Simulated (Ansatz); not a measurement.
# Random rock-salt alloy of CaS and PbS (64 atoms): repeated cells from small to large, part 2 of 2

Wanted: cost and convergence against size for random rock-salt alloy of CaS and PbS (64 atoms).

Ansatz 0.2.0; Kohn-Sham DFT, RPBE, PAW (set soft_2), plane waves.

The cell: 12 Pb, 32 S and 20 Ca. The host structure and its lattice constant were typed by rule, without a check against the phase diagram. No spin–orbit coupling is included.

So far. Step 3 (Plane waves, 64 atoms): The energy lies 16.8 meV/atom above the dense-mesh reference. Step 4 (Support functions, 64 atoms): The energy lies 16.4 meV/atom above the dense-mesh reference, and 0.42 meV/atom below plane waves of the same size, an offset between the two bases that leaves the sampling error alike.

**5. Plane waves, 512 atoms**

The cell is repeated and solved at Γ in plane waves, whose cost grows towards the cube of the size.

This step: Kohn-Sham DFT, RPBE, PAW (set soft_2), plane waves (Ansatz 0.2.0).

Contents of input.yaml:

```yaml
crystal:
  lattice:
    - [11.5646, 0.0, 0.0]
    - [0.0, 11.5646, 0.0]
    - [0.0, 0.0, 11.5646]
  atoms:
    [... the 64 atom lines of step 2 ...]
  supercell: [2, 2, 2]
kpoints:
  mp_grid: { grid: [1, 1, 1] }
hamiltonian:
  xc: rpbe
scf:
  occupations: { method: gaussian, width: 0.05 }
output:
  forces: true
```

Started as:

```sh
$ ansatz run input.yaml --threads 5 --pin off --max-ram 81920MiB --backend cuda --events-out ev --progress --plain --runs-dir out
```

Numbers of over 12 decimals in the logs are rounded to 6 here.

The log of the run:

```text
[...]
GPU FFT provider: cuFFT
GPU libraries: cuBLAS 13.8.2, cuFFT 12.4.0, cuSOLVER 12.3.4
Crystal: 512 atoms, lattice volume = 12373.194 Å³
Basis set: ecut = 420 eV, 241761 PW (Γ), exchange–correlation on 320×320×320 points (8 copies of the dense FFT grid, shifted against one another)
Bands: 2752, of which v1, the nominal top of the filled ones, is band 2240 counted from 1 (2239 counted from 0)
Symmetry: 8 space group operations
[...]
k-points: 1
[...]
GPU buffer pool allocated for 4096000 grid points (all kernels)
[...]
GPU projectors: by the tables: the GPU's memory has no room for the FFT box's points about the atoms
[...]
SCF iter   1: F=—  HF=-1668448.211435 eV  |F-HF|=—  |Δ(HF+E_count)|=         —  Δρ=2.66e-3  dr2=1.10e0  ethr=1.77e-3  ⟨swp⟩=15.0  Hψ=15972  notcnv=0  defer=282
[...]
SCF iter   8: F=-1668448.350803 eV  HF=-1668448.350803 eV  |F-HF|=5.08e-8  |Δ(HF+E_count)|=   3.92e-6  Δρ=8.16e-7  dr2=1.09e-7  ethr=2.23e-11  ⟨swp⟩=4.0  Hψ=6423  notcnv=0
SCF 1 converged in 8 iterations: F = -1668448.350803 eV  dr2 = 1.09e-7
[...]
SCF converged after 8 iterations
Free energy (F): -1668448.350803 eV
[...]
Internal energy: -1668448.350803 eV  (E = F + TS)
E sigma→0 (E₀):  -1668448.350803 eV
Fermi energy:    8.562219 eV
[...]
Σ components = -1668448.350803   (vs F -1668448.350803, Δ=0.00e0)
--- Forces (eV/Å), atoms counted from 1 ---
  atom   1  Pb    -0.01628268    -0.26747913    -0.08695933
  atom   2  S      0.51219871     0.43012206    -0.00760486
  atom   3  Pb     0.09197446    -0.13589675     0.15333994
  atom   4  S     -0.16565258     0.04165107    -0.40343566
  atom   5  Ca    -0.02092630    -0.03945362    -0.22073441
  atom   6  S     -0.07650481     0.00079499     0.16978192
  [... forces on the other 506 atoms ...]
  max |Σ_I F_I| component: 6.12e-4 eV/Å
```

The job ended after 24 s (1 × NVIDIA H100 80GB HBM3 with 5 threads of AMD EPYC 7R13 (Zen 3), shared host; peak memory 2.6 GiB).

That memory is the host's.

The program repeats the typed cell 2×2×2 times, 512 atoms in all; totals in the log are those of the whole repeated cell, and force differences are taken after averaging over the copies of each atom.

The program notes that it cut back its plan to fit the GPU's memory.

The energy lies 3.38 meV/atom above the dense-mesh reference.

**6. Support functions, 512 atoms**

The repeated cell is solved at Γ in support functions.

This step: Kohn-Sham DFT, RPBE, PAW (set soft_2), localised support functions (medium) (Ansatz 0.2.0).

Edit input.yaml of step 5 so:

```diff
@@ -14,2 +14,4 @@
   occupations: { method: gaussian, width: 0.05 }
+  eigensolver: { kind: { support_functions: { accuracy: medium } } }
+  max_iter: 150
 output:
```

The log of the run:

```text
[...]
GPU FFT provider: cuFFT
GPU libraries: cuBLAS 13.8.2, cuFFT 12.4.0, cuSOLVER 12.3.4
Crystal: 512 atoms, lattice volume = 12373.194 Å³
Basis set: ecut = 420 eV, 241761 PW (Γ), exchange–correlation on 320×320×320 points (8 copies of the dense FFT grid, shifted against one another)
Bands: 2688, of which v1, the nominal top of the filled ones, is band 2240 counted from 1 (2239 counted from 0)
Symmetry: 1 space group operations
k-points: 1
[...]
GPU buffer pool allocated for 4096000 grid points (all kernels)
[...]
SCF iter   1: F=—  HF=-1668267.080069 eV  |F-HF|=—  |Δ(HF+E_count)|=         —  Δρ=4.21e-2  dr2=1.43e3  ethr=1.00e-1
[...]
SCF iter  11: F=—  HF=-1668448.208876 eV  |F-HF|=—  |Δ(HF+E_count)|=   3.63e-2  Δρ=9.14e-6  dr2=1.63e-5  ethr=2.38e-9  κ⁻¹=1.4e-7(r=7)
SCF iter  12: F=-1668448.237266 eV  HF=-1668448.237265 eV  |F-HF|=8.67e-7  |Δ(HF+E_count)|=   2.84e-2  Δρ=4.33e-6  dr2=2.93e-6  ethr=3.65e-10
SCF 1 converged in 12 iterations: F = -1668448.566361 eV  dr2 = 2.93e-6
[...]
SCF converged after 12 iterations
[...]
Free energy (F): -1668448.566361 eV
[...]
Internal energy: -1668448.566361 eV  (E = F + TS)
E sigma→0 (E₀):  -1668448.566361 eV
Fermi energy:    8.562768 eV
[...]
Σ components = -1668448.566361   (vs F -1668448.566361, Δ=0.00e0)
--- Forces (eV/Å), atoms counted from 1 ---
  atom   1  Pb    -0.01600181    -0.26649259    -0.08722433
  atom   2  S      0.51208639     0.42999139    -0.00770535
  atom   3  Pb     0.09202473    -0.13630686     0.15231882
  atom   4  S     -0.16572343     0.04239548    -0.40297328
  atom   5  Ca    -0.02056050    -0.03967019    -0.22093580
  atom   6  S     -0.07671108     0.00055521     0.16968831
  [... forces on the other 506 atoms ...]
  max |Σ_I F_I| component: 1.29e-2 eV/Å
--- Band table (eV) ---
[... left out ...]
[...]
```

The job ended after 18 s (1 × NVIDIA H100 80GB HBM3 with 5 threads; peak memory 2.7 GiB; 28 s of CPU time).

That memory is the host's; the program planned up to 14.8 GiB on the GPU.

The program repeats the typed cell 2×2×2 times, 512 atoms in all; totals in the log are those of the whole repeated cell, and force differences are taken after averaging over the copies of each atom.

The energy lies 2.96 meV/atom above the dense-mesh reference, and 0.42 meV/atom below plane waves of the same size, an offset between the two bases that leaves the sampling error alike.

**7. Support functions, 1728 atoms**

The repeated cell is solved at Γ in support functions.

Edit input.yaml of step 6 so:

```diff
@@ -7,3 +7,3 @@
     [... the 64 atom lines of step 2 ...]
-  supercell: [2, 2, 2]
+  supercell: [3, 3, 3]
 kpoints:
```

The log of the run:

```text
[...]
GPU FFT provider: cuFFT
GPU libraries: cuBLAS 13.8.2, cuFFT 12.4.0, cuSOLVER 12.3.4
Crystal: 1728 atoms, lattice volume = 41759.531 Å³
Basis set: ecut = 420 eV, 815527 PW (Γ), exchange–correlation on 480×480×480 points (8 copies of the dense FFT grid, shifted against one another)
Bands: 9072, of which v1, the nominal top of the filled ones, is band 7560 counted from 1 (7559 counted from 0)
Symmetry: 1 space group operations
k-points: 1
[...]
GPU buffer pool allocated for 13824000 grid points (all kernels)
[...]
SCF iter   1: F=—  HF=-5630397.204282 eV  |F-HF|=—  |Δ(HF+E_count)|=         —  Δρ=4.25e-2  dr2=5.06e3  ethr=1.00e-1
[...]
SCF iter  13: F=—  HF=-5631018.774697 eV  |F-HF|=—  |Δ(HF+E_count)|=   1.02e-1  Δρ=7.14e-6  dr2=2.95e-5  ethr=1.04e-9  κ⁻¹=2.1e-7(r=7)
SCF iter  14: F=-5631018.855449 eV  HF=-5631018.855447 eV  |F-HF|=1.44e-6  |Δ(HF+E_count)|=   8.08e-2  Δρ=2.62e-6  dr2=3.81e-6  ethr=1.95e-10
SCF 1 converged in 14 iterations: F = -5631019.753968 eV  dr2 = 3.81e-6
[...]
SCF converged after 14 iterations
[...]
Free energy (F): -5631019.753968 eV
[...]
Internal energy: -5631019.753968 eV  (E = F + TS)
E sigma→0 (E₀):  -5631019.753968 eV
Fermi energy:    8.553211 eV
[...]
Σ components = -5631019.753968   (vs F -5631019.753968, Δ=0.00e0)
--- Forces (eV/Å), atoms counted from 1 ---
  atom   1  Pb    -0.01868691    -0.26618177    -0.08960418
  atom   2  S      0.51323971     0.43142346    -0.00771706
  atom   3  Pb     0.09525698    -0.13525111     0.13967201
  atom   4  S     -0.16542631     0.03956673    -0.39958115
  atom   5  Ca    -0.01841495    -0.04206304    -0.22027308
  atom   6  S     -0.06969221     0.00058525     0.15462917
  [... forces on the other 1722 atoms ...]
  max |Σ_I F_I| component: 6.84e-2 eV/Å
--- Band table (eV) ---
[... left out ...]
[...]
```

The job ended after 89 s (1 × NVIDIA H100 80GB HBM3 with 5 threads; peak memory 7.5 GiB; 1.9 min of CPU time).

That memory is the host's; the program planned up to 50.9 GiB on the GPU.

The program repeats the typed cell 3×3×3 times, 1728 atoms in all; totals in the log are those of the whole repeated cell, and force differences are taken after averaging over the copies of each atom.

The energy lies 0.419 meV/atom below the dense-mesh reference.

**8. Scaling with size**

Differences are against the typed cell on a 3×3×3 mesh, which samples like Γ on 1728 atoms (r.m.s. force component 0.293 eV/Å, gap 1.89 eV). Every repeated cell is solved at Γ, and forces are averaged over the copies of each atom. Hardware: 1 × NVIDIA H100 80GB HBM3 with 5 threads of AMD EPYC 7R13 (Zen 3), shared host.

```csv
atoms,repeats,basis,"Δ force, r.m.s. (meV/Å)",Δ energy (meV/atom),less plane waves of the same size (meV/atom),gap (eV),spread among copies (meV/Å),SCF cycles,time,host memory (GiB)
64,1×1×1,plane waves,40.9,16.8,-,-,-,8,1.9 s,1.2
64,1×1×1,support functions,40.9,16.4,-0.42,1.90,-,15,4.5 s,1.1
512,2×2×2,plane waves,4.09,3.38,-,-,0,8,24 s,2.6
512,2×2×2,support functions,4.17,2.96,-0.42,1.88,0.049,12,18 s,2.7
1728,3×3×3,support functions,0.53,-0.419,-,1.89,0.046,14,89 s,7.5
```

**9. What the reference run shows**

With the settings judged, the reference run is read for its physics.

Length of the force by element:

```csv
element,coordination,atoms,mean length of the force (eV/Å),spread,least,most
Ca,all,20,0.162,0.0511,0.0763,0.232
Pb,all,12,0.196,0.0762,0.0567,0.360
S,all,32,0.652,0.235,0.0826,1.17
```

Löwdin charges by element (they lack the spilled electrons, 0.096 e an atom on average):

```csv
element,coordination,atoms,mean charge (e),spread,least,most
Ca,all,20,1.59,0.0086,1.57,1.61
Pb,all,12,0.465,0.0207,0.424,0.501
S,all,32,-0.976,0.145,-1.16,-0.726
```

Charge against the make-up of the first shell:

```csv
Pb neighbours of S,atoms,mean charge (e)
1,9,-1.15
2,11,-1.01
3,7,-0.87
4,5,-0.731
```

States in the cell by windows of 0.5 eV, zero at the Fermi level; the larger projections on atomic orbitals stand beside the total:

```csv
from (eV),to (eV),total,S p,Pb p,Pb s
-10,-9.5,0.0,0.0,0.0,0.0
-9.5,-9,2.1,0.5,0.0,1.4
-9,-8.5,11.6,2.6,0.1,7.9
-8.5,-8,7.8,1.6,0.1,5.1
-8,-7.5,2.5,0.5,0.0,1.5
-7.5,-5.5,0.0,0.0,0.0,0.0
-5.5,-5,5.9,3.8,1.8,0.0
-5,-4.5,20.3,14.3,3.9,0.1
-4.5,-4,24.5,18.5,3.2,0.1
-4,-3.5,27.2,22.0,2.8,0.2
-3.5,-3,40.1,35.9,1.6,0.2
-3,-2.5,43.0,40.3,0.5,0.2
-2.5,-2,13.3,11.5,0.2,0.9
-2,-1.5,12.7,9.0,0.4,2.4
-1.5,-1,4.8,3.3,0.1,1.1
-1,-0.5,0.2,0.1,0.0,0.0
-0.5,0.5,0.0,0.0,0.0,0.0
0.5,1,0.3,0.0,0.2,0.0
1,1.5,8.2,0.4,3.1,0.0
1.5,2,19.6,1.7,6.4,0.1
2,2.5,29.1,2.7,10.0,0.1
2.5,3,32.1,2.8,10.1,0.1
```

The curve was stored every 0.10 eV, coarse against its broadening of 0.08 eV, so these counts are rough.

Between -26 and -10 eV lie 304 more states.

The stored curve holds about 520 of the 560 electrons; the rest, give or take the few that broadening carries across the Fermi level, lie in deeper levels below its range.

The levels nearest the highest filled one (over half full), pooled over k-points and spins:

```csv
level less the highest filled one (eV),occupation
-0.134,2
-0.0973,2
-0.0881,2
-0.0645,2
-0.0337,2
0,2
1.89,0
1.95,0
1.98,0
1.99,0
2.02,0
2.06,0
```

Mean Löwdin charges: Ca +1.59, Pb +0.47, S -0.98 e (they miss 1.1 % of the electrons, so they add up to more than the cell's charge). The charge on S changes by +0.140 e for each Pb neighbour that takes the place of another kind, on average.

**10. What came out**

```json
{"free energy per atom": "-3258.6916 eV/atom", "density": "4.631 g/cm³", "pressure": "4.188 GPa", "r.m.s. force component": "0.2931 eV/Å", "gap (highest filled to lowest empty level)": "1.893 eV", "wall time of the 6 DFT runs": "2.5 min"}
```

In words: Repeating the cell at Γ samples more k-points: in plane waves the energy difference from the dense mesh goes from 16.8 meV/atom at 64 atoms to 3.38 at 512, and the force difference from 41 to 4.1 meV/Å. With plane waves, the time grows as the 1.2 power of the atom count between the two largest sizes, 64 and 512 atoms. The smaller run is short enough for fixed overheads to flatten this slope. With support functions, the time grows as the 1.3 power of the atom count between the two largest sizes, 512 and 1728 atoms. At equal size the support functions lie 0.42 meV/atom below plane waves, likely because their grid holds more waves than 420 eV; no run tests this. Support functions take 2.3 times the time of plane waves at 64 atoms and 0.75 times at 512, so the crossover lies within the series. Each time is a single run, so ratios and crossover are rough. The bases also began from different starting densities. At the largest size the support functions' forces differ from the reference by 0.18 % of the r.m.s. force, where they sample the same k-points.

Between filled and empty levels lie 1.89 eV (on the run's k-points); a semilocal functional narrows such gaps, while the missing spin–orbit coupling widens them for these heavy elements, so the errors pull opposite ways.

What to keep in mind: The geometry was built by rule, was displaced at random and isn't relaxed at this level: its force components are 0.29 eV/Å r.m.s. The pressure of 4.2 GPa means that a free cell would grow at this level.

[Logs are printed without paths, hosts, clocks, repeated set-up lines and the standing remarks that a program may print on its own settings, such as how far it seeks lower states.]

[Hosts, paths, dates, database ids (printed as entryN), source tags and the programs' standing remarks are cut or masked in the printed files.]
